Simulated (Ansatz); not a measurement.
## A hypothetical structure for Al3MoAu

Starting from a made-up structure for Al3MoAu, the aim is the relaxed cell, its shortest contacts and, where a second run follows, its electronic structure.

Method: DFT, PBE, plane-wave PAW, files of the set soft_1, scalar-relativistic, no spin, cell and ions relaxed at zero pressure; PAW set soft_1, in the first sound run; inputs show where later runs differ, in Ansatz 0.2.0.

## (1) The structure

The structure is tetragonal, space group I4mm (No. 107). Conventional cell: a = 4.104 Å, b = 4.104 Å, c = 10.061 Å, α = 90.00°, β = 90.00°, γ = 90.00°. Nearest to Au lie 5 Al at 2.20 to 2.42 Å and 4 Mo at 3.21 Å. Nearest to Mo lie 12 Al at 3.02 to 3.37 Å and 4 Au at 3.21 Å. Al has 2 Au at 2.42 Å and 6 Al at 2.57 to 2.90 Å and 4 Mo at 3.13 to 3.37 Å nearest. Nearest to Al lie 1 Au at 2.20 Å and 4 Al at 2.57 Å and 4 Mo at 3.02 Å. Farther neighbours are not listed.

## (2) Relaxation of the guess

The guess takes its coordinates from another compound and its volume from a rule, so the cell and any free coordinates are relaxed together.

Contents of input.yaml:

```yaml
crystal:
  lattice:
    - [-2.052, 2.052, 5.0305]
    - [2.052, -2.052, 5.0305]
    - [2.052, 2.052, -5.0305]
  atoms:
    - { symbol: Au, position: [0.6286, 0.6286, 0.0] }
    - { symbol: Mo, position: [0.9913, 0.9913, 0.0] }
    - { symbol: Al, position: [0.7565, 0.2565, 0.5] }
    - { symbol: Al, position: [0.2565, 0.7565, 0.5] }
    - { symbol: Al, position: [0.4095, 0.4095, 0.0] }
kpoints:
  mp_grid: { grid: [9, 9, 9] }
scf:
  occupations: { method: fermi_dirac, width: 0.05 }
hamiltonian:
  xc: pbe
  pseudopotentials: { kind: paw, azcp: { folder: soft_1 } }
relax:
  f_tol: 0.015
  max_steps: 70
  cell: {}
output:
  forces: true
  stress: true
```

Launch:

```sh
> ansatz run input.yaml --threads 4 --pin off --max-ram 8192MiB --backend cpu --events-out ev --progress --plain --runs-dir out
```

Numbers of over 12 decimals in the logs are rounded to 6 here.

What it wrote:

```text
basis.fft_grid_basis auto: the FFT boxes are laid along the combinations [[1, 0, 1], [0, 1, 1], [0, 0, 1]] of the cell's own vectors, 4.104, 4.104 and 5.808 Å long. The dense box has 30×30×40 points. Along the cell's own vectors, as sized, it would have 40×40×40, 1.78 times as many. Of the 8 symmetry operations that the crystal satisfies within crystal.symmetry.tolerance (time reversal apart; of a slab, those that ke [...]
Engine: ansatz 0.2.0, aarch64-unknown-linux-gnu
Pseudopotentials: kind: paw
Pseudopotential: Au, paw, valence charge 19, recommended cutoff 420 eV (normal), soft_1/Au.paw.azcp
Pseudopotential: Mo, paw, valence charge 14, recommended cutoff 420 eV (normal), soft_1/Mo.paw.azcp
Pseudopotential: Al, paw, valence charge 3, recommended cutoff 420 eV (normal), soft_1/Al.paw.azcp
Functional definition: PBE
  parameter kappa = 0.804
  parameter beta = 0.066725
  exchange = pbe_x(kappa = kappa, mu = beta*pi^2/3)
  correlation = pbe_c(beta = beta)
Crystal: 5 atoms, lattice volume = 84.728 Å³
Basis set: ecut = 420 eV, 1677 PW (Γ), FFT grids on a1+a3, a2+a3, a3, exchange–correlation on 60×60×80 points (8 copies of the dense FFT grid, shifted against one another)
Bands: 26, of which v1, the nominal top of the filled ones, is band 21 counted from 1 (20 counted from 0)
Symmetry: 8 space group operations
Space group: I4mm (ITA 107), of the structure as read, at distance tolerance 4.4e-5 Å
k-points: 75 of 729 (time reversal used)
Non-local potential: Au, projectors of the file, l = 0: 3, l = 1: 2, l = 2: 2, l = 3: 1
Non-local potential: Mo, projectors of the file, l = 0: 3, l = 1: 2, l = 2: 2, l = 3: 1
Non-local potential: Al, projectors of the file, l = 0: 2, l = 1: 2, l = 2: 1
PAW form: soft (Blöchl's): semilocal exchange-correlation on the pseudo side does not see the compensation charge
PAW one-centre angular grid: Au, 590 points (default); XC on 64 Gauss nodes
PAW one-centre angular grid: Mo, 590 points (default); XC on 64 Gauss nodes
PAW one-centre angular grid: Al, 110 points (default); XC on 64 Gauss nodes
Initial density: superposition of atomic densities (chi_scale 0.1, normalization cell, long waves kept (reshape's long-wave potential 0.01 eV rms))
Initial wavefunctions: pseudopotential atomic-orbital guess
Functional: x = pbe(κ = 0.804, μ = 0.219515), c = pbe(β = 0.066725)
SCF iter   1: F=—  HF=-19724.585749 eV  |F-HF|=—  |Δ(HF+E_count)|=         —  Δρ=1.44e-1  dr2=3.50e1  ethr=3.10e-3  ⟨swp⟩=6.3  Hψ=8794  notcnv=0
preconditioner: auto → Kerker (q_TF=auto, 2.427 Å⁻¹)  [metal: Δε(μ)=0.011 eV  Ē_g=5.587 eV  σ=0.050 eV  W_gap=0.06  n_scr=22 (ndim 8)  ℏωp=20.6 eV  f_vac=0.000  D(μ)=4.13/eV (n_scr^D=32)]
SCF iter   2: F=—  HF=-19719.449906 eV  |F-HF|=—  |Δ(HF+E_count)|=    5.14e0  Δρ=5.83e-2  dr2=7.15e0  ethr=3.10e-3  ⟨swp⟩=3.0  Hψ=4624  notcnv=0
SCF iter   3: F=—  HF=-19718.083067 eV  |F-HF|=—  |Δ(HF+E_count)|=    1.37e0  Δρ=1.54e-2  dr2=6.46e-1  ethr=3.10e-3  ⟨swp⟩=2.9  Hψ=3952  notcnv=0
SCF iter   4: F=—  HF=-19717.929846 eV  |F-HF|=—  |Δ(HF+E_count)|=   1.53e-1  Δρ=3.55e-3  dr2=2.25e-2  ethr=1.54e-3  ⟨swp⟩=2.6  Hψ=3273  notcnv=0
SCF iter   5: F=—  HF=-19717.923421 eV  |F-HF|=—  |Δ(HF+E_count)|=   6.42e-3  Δρ=1.22e-3  dr2=1.16e-3  ethr=5.37e-5  ⟨swp⟩=2.1  Hψ=2694  notcnv=0
SCF iter   6: F=—  HF=-19717.923191 eV  |F-HF|=—  |Δ(HF+E_count)|=   2.30e-4  Δρ=4.76e-4  dr2=1.52e-4  ethr=2.77e-6  ⟨swp⟩=2.3  Hψ=3344  notcnv=0
SCF iter   7: F=—  HF=-19717.923157 eV  |F-HF|=—  |Δ(HF+E_count)|=   3.37e-5  Δρ=1.20e-4  dr2=1.56e-5  ethr=3.63e-7  ⟨swp⟩=2.5  Hψ=3335  notcnv=0
SCF iter   8: F=—  HF=-19717.923156 eV  |F-HF|=—  |Δ(HF+E_count)|=   8.34e-7  Δρ=1.93e-5  dr2=3.50e-7  ethr=3.71e-8  ⟨swp⟩=2.1  Hψ=2771  notcnv=0
SCF iter   9: F=-19717.923156 eV  HF=-19717.923156 eV  |F-HF|=4.72e-8  |Δ(HF+E_count)|=   2.26e-9  Δρ=5.69e-6  dr2=5.88e-8  ethr=2.38e-10  ⟨swp⟩=4.0  Hψ=6486  notcnv=0
SCF 1 converged in 9 iterations: F = -19717.923156 eV  dr2 = 5.88e-8
  greatest PAW one-centre occupation: 1.000 electrons in one spin orbital (limit 2), on the Au atom at site 0 (counted from 0), in its partial waves of l = 0
relax step   1: F+E_penalty+E_count = -19717.92315634 eV  Δ(F+E_penalty+E_count) = +0.000e0 eV  max|allowed force component| = 1.346e0 eV/Å  Δτ_max = 0.0000 Å  P = +4.570 GPa  Ω = 84.728 Å³  (9 SCF iters, dr2 threshold 1.00e-7 eV, accepted)
Crystal: 5 atoms, lattice volume = 86.622 Å³
Basis set: ecut = 420 eV, 1685 PW (Γ), FFT grids on a1+a3, a2+a3, a3, exchange–correlation on 60×60×80 points (8 copies of the dense FFT grid, shifted against one another)
Initial density: handed on by an earlier stage of this run
Initial wavefunctions: those handed on with the density
iter 1 solved again at ethr=2.39e-4 eV; its pass at ethr=3.10e-3 eV (dr2=1.00e-1 eV) is discarded
SCF iter   1: F=—  HF=-19718.427410 eV  |F-HF|=—  |Δ(HF+E_count)|=         —  Δρ=8.53e-3  dr2=1.01e-1  ethr=2.39e-4  ⟨swp⟩=1.0  Hψ=10404  notcnv=0
preconditioner: auto → Kerker (q_TF=auto, 2.418 Å⁻¹)  [metal: Δε(μ)=0.003 eV  Ē_g=6.254 eV  σ=0.050 eV  W_gap=0.02  n_scr=24 (ndim 8)  ℏωp=20.3 eV  f_vac=0.000  D(μ)=4.42/eV (n_scr^D=32)]
SCF iter   2: F=—  HF=-19718.413049 eV  |F-HF|=—  |Δ(HF+E_count)|=   1.44e-2  Δρ=5.13e-3  dr2=4.55e-2  ethr=2.39e-4  ⟨swp⟩=1.0  Hψ=1950  notcnv=0
SCF iter   3: F=—  HF=-19718.402614 eV  |F-HF|=—  |Δ(HF+E_count)|=   1.04e-2  Δρ=8.22e-4  dr2=1.84e-3  ethr=1.08e-4  ⟨swp⟩=2.1  Hψ=2961  notcnv=0
SCF iter   4: F=—  HF=-19718.402299 eV  |F-HF|=—  |Δ(HF+E_count)|=   3.14e-4  Δρ=3.05e-4  dr2=8.68e-5  ethr=4.38e-6  ⟨swp⟩=2.1  Hψ=2860  notcnv=0
SCF iter   5: F=—  HF=-19718.402288 eV  |F-HF|=—  |Δ(HF+E_count)|=   1.16e-5  Δρ=9.13e-5  dr2=8.96e-6  ethr=2.07e-7  ⟨swp⟩=2.6  Hψ=3180  notcnv=0
SCF iter   6: F=-19718.402286 eV  HF=-19718.402286 eV  |F-HF|=1.20e-7  |Δ(HF+E_count)|=   1.19e-6  Δρ=2.27e-5  dr2=4.58e-7  ethr=1.19e-9  ⟨swp⟩=3.1  Hψ=8204  notcnv=0
SCF 2 converged in 6 iterations: F = -19718.402286 eV  dr2 = 4.58e-7
relax step   2: F+E_penalty+E_count = -19718.40228636 eV  Δ(F+E_penalty+E_count) = -4.791e-1 eV  max|allowed force component| = 7.445e-1 eV/Å  Δτ_max = 0.1841 Å  P = +0.842 GPa  Ω = 86.622 Å³  energy of the carried Pulay correction = -4.397e-4 eV  (6 SCF iters, dr2 threshold 5.00e-7 eV, accepted)
Crystal: 5 atoms, lattice volume = 85.777 Å³
Basis set: ecut = 420 eV, 1679 PW (Γ), FFT grids on a1+a3, a2+a3, a3, exchange–correlation on 60×60×80 points (8 copies of the dense FFT grid, shifted against one another)
iter 1 solved again at ethr=5.15e-4 eV; its pass at ethr=3.10e-3 eV (dr2=2.16e-1 eV) is discarded
[...]
relax step   3: F+E_penalty+E_count = -19718.70441945 eV  Δ(F+E_penalty+E_count) = -3.021e-1 eV  max|allowed force component| = 2.100e-1 eV/Å  Δτ_max = 0.1957 Å  P = +3.090 GPa  Ω = 85.777 Å³  energy of the carried Pulay correction = -2.447e-4 eV  (7 SCF iters, dr2 threshold 5.00e-7 eV, accepted)
[... from here on, the SCF cycles and remarks between the steps are left out ...]
relax step   4: F+E_penalty+E_count = -19718.87649754 eV  Δ(F+E_penalty+E_count) = -1.721e-1 eV  max|allowed force component| = 2.832e-1 eV/Å  Δτ_max = 0.0989 Å  P = +2.161 GPa  Ω = 87.134 Å³  energy of the carried Pulay correction = -5.569e-4 eV  (6 SCF iters, dr2 threshold 5.00e-7 eV, accepted)
relax step   5: F+E_penalty+E_count = -19719.03930407 eV  Δ(F+E_penalty+E_count) = -1.628e-1 eV  max|allowed force component| = 3.084e-1 eV/Å  Δτ_max = 0.0342 Å  P = -0.295 GPa  Ω = 87.954 Å³  energy of the carried Pulay correction = -7.431e-4 eV  (6 SCF iters, dr2 threshold 5.00e-7 eV, accepted)
relax step   6: F+E_penalty+E_count = -19719.12977638 eV  Δ(F+E_penalty+E_count) = -9.047e-2 eV  max|allowed force component| = 1.918e-1 eV/Å  Δτ_max = 0.0338 Å  P = +0.893 GPa  Ω = 85.954 Å³  energy of the carried Pulay correction = -2.857e-4 eV  (7 SCF iters, dr2 threshold 5.00e-7 eV, accepted)
relax step   7: F+E_penalty+E_count = -19719.13452857 eV  Δ(F+E_penalty+E_count) = -4.752e-3 eV  max|allowed force component| = 1.078e-1 eV/Å  Δτ_max = 0.0208 Å  P = +0.353 GPa  Ω = 86.728 Å³  energy of the carried Pulay correction = -4.641e-4 eV  (6 SCF iters, dr2 threshold 5.00e-7 eV, accepted)
relax step   8: F+E_penalty+E_count = -19719.13508090 eV  Δ(F+E_penalty+E_count) = -5.523e-4 eV  max|allowed force component| = 6.378e-2 eV/Å  Δτ_max = 0.0092 Å  P = -0.470 GPa  Ω = 87.400 Å³  energy of the carried Pulay correction = -6.176e-4 eV  (6 SCF iters, dr2 threshold 5.00e-7 eV, accepted)
relax step   9: F+E_penalty+E_count = -19719.13600251 eV  Δ(F+E_penalty+E_count) = -9.216e-4 eV  max|allowed force component| = 7.801e-3 eV/Å  Δτ_max = 0.0043 Å  P = +0.034 GPa  Ω = 87.129 Å³  energy of the carried Pulay correction = -5.559e-4 eV  (6 SCF iters, dr2 threshold 5.00e-7 eV, accepted)
relax step  10: F+E_penalty+E_count = -19719.18356179 eV  Δ(F+E_penalty+E_count) = -4.756e-2 eV  max|allowed force component| = 1.606e-2 eV/Å  Δτ_max = 0.0000 Å  P = +0.743 GPa  Ω = 87.129 Å³  stress off target by 2.05e0 GPa  SCF on the basis re-selected at this cell (its energy is not comparable with the rows above)  (8 SCF iters)
relax step  11: F+E_penalty+E_count = -19719.19267824 eV  Δ(F+E_penalty+E_count) = -9.116e-3 eV  max|allowed force component| = 4.025e-2 eV/Å  Δτ_max = 0.0199 Å  P = +0.280 GPa  Ω = 87.788 Å³  energy of the carried Pulay correction = -1.612e-4 eV  (6 SCF iters, dr2 threshold 5.00e-7 eV, accepted)
relax step  12: F+E_penalty+E_count = -19719.19419232 eV  Δ(F+E_penalty+E_count) = -1.514e-3 eV  max|allowed force component| = 9.202e-3 eV/Å  Δτ_max = 0.0146 Å  P = +0.032 GPa  Ω = 88.241 Å³  energy of the carried Pulay correction = -2.737e-4 eV  (6 SCF iters, dr2 threshold 5.00e-7 eV, accepted)
relax step  13: F+E_penalty+E_count = -19719.19423076 eV  Δ(F+E_penalty+E_count) = -3.844e-5 eV  max|allowed force component| = 1.424e-3 eV/Å  Δτ_max = 0.0044 Å  P = -0.000 GPa  Ω = 88.349 Å³  energy of the carried Pulay correction = -3.008e-4 eV  (6 SCF iters, dr2 threshold 1.26e-8 eV, accepted)
Basis set: ecut = 420 eV, 1721 PW (Γ), FFT grids on a1+a3, a2+a3, a3, exchange–correlation on 50×50×96 points (8 copies of the dense FFT grid, shifted against one another)
iter 1 solved again at ethr=4.30e-7 eV; its pass at ethr=3.10e-3 eV (dr2=1.81e-4 eV) is discarded
SCF iter   1: F=—  HF=-19719.194504 eV  |F-HF|=—  |Δ(HF+E_count)|=         —  Δρ=1.11e-4  dr2=3.66e-7  ethr=4.30e-7  ⟨swp⟩=3.0  Hψ=13975  notcnv=0
preconditioner: auto → Kerker (q_TF=auto, 2.410 Å⁻¹)  [metal: Δε(μ)=0.029 eV  Ē_g=6.045 eV  σ=0.050 eV  W_gap=0.14  n_scr=24 (ndim 8)  ℏωp=20.1 eV  f_vac=0.000  D(μ)=2.01/eV (n_scr^D=12)]
SCF iter   2: F=—  HF=-19719.194544 eV  |F-HF|=—  |Δ(HF+E_count)|=   3.94e-5  Δρ=5.63e-5  dr2=9.57e-8  ethr=8.71e-10  ⟨swp⟩=2.1  Hψ=3003  notcnv=0
SCF iter   3: F=—  HF=-19719.194560 eV  |F-HF|=—  |Δ(HF+E_count)|=   1.60e-5  Δρ=2.58e-6  dr2=1.30e-9  ethr=2.28e-10  ⟨swp⟩=2.4  Hψ=3275  notcnv=0
SCF iter   4: F=—  HF=-19719.194560 eV  |F-HF|=—  |Δ(HF+E_count)|=   2.66e-8  Δρ=4.93e-7  dr2=3.80e-10  ethr=3.10e-12  ⟨swp⟩=2.4  Hψ=3454  notcnv=0
SCF iter   5: F=—  HF=-19719.194560 eV  |F-HF|=—  |Δ(HF+E_count)|=  4.37e-11  Δρ=1.47e-7  dr2=6.97e-11  ethr=1.00e-12  ⟨swp⟩=2.4  Hψ=2790  notcnv=0
SCF iter   6: F=-19719.194560 eV  HF=-19719.194560 eV  |F-HF|=0.00e0  |Δ(HF+E_count)|=    0.00e0  Δρ=6.48e-8  dr2=7.42e-12  ethr=1.00e-12  ⟨swp⟩=4.0  Hψ=6360  notcnv=0
SCF 14 converged in 6 iterations: F = -19719.194560 eV  dr2 = 7.42e-12
relax step  14: F+E_penalty+E_count = -19719.19455979 eV  Δ(F+E_penalty+E_count) = -3.290e-4 eV  max|allowed force component| = 1.360e-3 eV/Å  Δτ_max = 0.0000 Å  P = -0.001 GPa  Ω = 88.349 Å³  stress off target by 7.39e-3 GPa  SCF on the basis re-selected at this cell (its energy is not comparable with the rows above)  (6 SCF iters)
basis re-selected at this cell: Δ(F+E_penalty+E_count) = -3.290e-4 eV, ΔP = -0.001 GPa vs the last step (what re-selecting the basis moved, of the pressure what is left beyond the Pulay correction that the steps carried, after the strain that the cell walked since its last selection, with what the two solves' SCF thresholds leave and, on support functions, any second-order correction that the steps lacked; it is no measure of the basis error at this ecutwfc). The dense FFT grid was sized anew with the basis: this SCF ran on 25×25×48 points, the steps before it on 27×27×48, so part of this shift can come from that change (see relax.cell in the input reference). [rest of the remark cut]
SCF converged after 6 iterations
Free energy (F): -19719.194560 eV
Harris-Foulkes:  -19719.194560 eV  (|F-HF|=0.00e0)
Internal energy: -19719.177531 eV  (E = F + TS)
E sigma→0 (E₀):  -19719.186046 eV
Entropy (-TS):   -0.017028 eV (-3.406 meV/atom)
Fermi energy:    11.678552 eV
--- Per-component energies (eV) ---
  E_band       = -505.222796
  E_kinetic    = 1068.699478
  E_local      = -4201.945032  (includes V_loc(G=0)·N_el)
  E_nonlocal   = 277.744061
  E_hartree    = 1742.674452
  E_xc         = -504.601646
  E_vxc        = -568.550332  (∫ρ·V_xc dr)
  E_paw        = -14351.967629  (= ΣΔE_a)
  E_vpaw       = -566.521461  (= ΣTr[D̂ρ^β])
  E_aug_tail   = 0.001661  (compensation charges beyond the density's cutoff)
  E_ewald      = -3749.782878
  E_smearing   = -0.017028  (= −TS)
  E_closure    = -0.000000  (closes the sum)
  Σ components = -19719.194560   (vs F -19719.194560, Δ=0.00e0)
--- Forces (eV/Å), atoms counted from 1 ---
  atom   1  Au     0.00000000    -0.00000000     0.00059698
  atom   2  Mo     0.00000000     0.00000000    -0.00136065
  atom   3  Al     0.00000000     0.00000000    -0.00014120
  atom   4  Al    -0.00000000     0.00000000    -0.00014120
  atom   5  Al    -0.00000000    -0.00000000     0.00104441
  max |Σ_I F_I| component: 1.67e-6 eV/Å
--- Stress (GPa, compression-positive) ---
       -0.005316       0.000000      -0.000000
        0.000000      -0.005316       0.000000
       -0.000000      -0.000000       0.007392
  P = ⅓ Tr σ = -0.0011 GPa (-0.011 kbar)
--- Relaxed structure (12 steps of the walk, 12 accepted, 2 SCFs on fresh bases) ---
  F+E_penalty+E_count = -19719.19455979 eV   max|allowed force component| = 1.360e-3 eV/Å   (the final SCF, on the basis selected at the relaxed cell)
  cell:  # Å, volume = 88.3495 Å³
    - [-1.864172, 1.864172, 6.355827]
    - [1.864172, -1.864172, 6.355827]
    - [1.864172, 1.864172, -6.355827]
  atoms:
    - { symbol: Au, position: [0.625602, 0.625602, 0] }
    - { symbol: Mo, position: [0.939838, 0.939838, 0] }
    - { symbol: Al, position: [0.774055, 0.274055, 0.5] }
    - { symbol: Al, position: [0.274055, 0.774055, 0.5] }
    - { symbol: Al, position: [0.428851, 0.428851, 0] }
```

The job ended after 54 s (4 threads of Arm Neoverse V1, shared host; peak memory 0.47 GiB).

Relaxation path:

```csv
step,energy less that of the first step (eV),largest force component (eV/Å),pressure (GPa),volume (Å³)
1,0.0000,1.3462,4.57,84.73
2,-0.4791,0.7445,0.84,86.62
3,-0.7813,0.2100,3.09,85.78
4,-0.9533,0.2832,2.16,87.13
5,-1.1161,0.3084,-0.29,87.95
6,-1.2066,0.1918,0.89,85.95
7,-1.2114,0.1078,0.35,86.73
8,-1.2119,0.0638,-0.47,87.40
9,-1.2128,0.0078,0.03,87.13
10*,-1.2604,0.0161,0.74,87.13
11,-1.2695,0.0403,0.28,87.79
12,-1.2710,0.0092,0.03,88.24
13,-1.2711,0.0014,0.00,88.35
14*,-1.2714,0.0014,0.00,88.35
```

Relaxation steps marked * repeat the geometry before them on a plane-wave basis chosen anew for their cell, so energy and pressure can jump there.

Forces are held to the 8 operations that the run works with; a distortion that breaks them can't arise in this run.

| cell as run | before | after | change |
| --- | --- | --- | --- |
| a (Å) | 5.808 | 6.881 | +18.5 % |
| b (Å) | 5.808 | 6.881 | +18.5 % |
| c (Å) | 5.808 | 6.881 | +18.5 % |
| α (°) | 138.62 | 148.56 | +7.2 % |
| β (°) | 138.62 | 148.56 | +7.2 % |
| γ (°) | 59.96 | 45.06 | -24.9 % |
| volume (Å³/atom) | 16.95 | 17.67 | +4.3 % |

The atoms that moved most (Å, as changes of fractional coordinates times the final cell):

```
atom     dx     dy      dz  length
 Mo2  0.000  0.000  -0.654   0.654
 Al5  0.000  0.000   0.246   0.246
 Al3  0.000  0.000   0.223   0.223
 Al4  0.000  0.000   0.223   0.223
 Au1  0.000  0.000  -0.038   0.038
```

The relaxed structure:

```xyz
5
Lattice="-1.8642 1.8642 6.3558 1.8642 -1.8642 6.3558 1.8642 1.8642 -6.3558" Properties=species:S:1:pos:R:3 pbc="T T T"
Au    0.0000    0.0000    7.9524
Mo    0.0000    0.0000   11.9469
Al    0.0000    1.8642    3.4837
Al    1.8642    0.0000    3.4837
Al    0.0000    0.0000    5.4514
```

Numbers from this step:

```
free energy             : -19719.1946 eV
energy at zero smearing : -19719.1860 eV
smearing term TS        : 0.01703 eV
Fermi energy            : 11.68 eV
electrons               : 42
symmetry operations     : 8
pressure                : -0.001080 GPa
```

Shortest distances by pair of elements, guess and relaxed (not always the same contact):

| pair | guess (Å) | relaxed (Å) |
| --- | --- | --- |
| Al–Au | 2.204 | 2.501 |
| Al–Al | 2.565 | 2.636 |
| Al–Mo | 3.016 | 2.640 |
| Au–Mo | 3.214 | 3.539 |
| Au–Au | 4.104 | 3.728 |

The relaxation ends with a largest force component of 0.0014 eV/Å and a pressure of 0.00 GPa.

[end of part 1 of 2]

[Logs are printed without paths, hosts, clocks, repeated set-up lines and the standing remarks that a program may print on its own settings, such as how far it seeks lower states.]

[Hosts, paths, dates, database ids (printed as entryN), source tags and the programs' standing remarks are cut or masked in the printed files.]
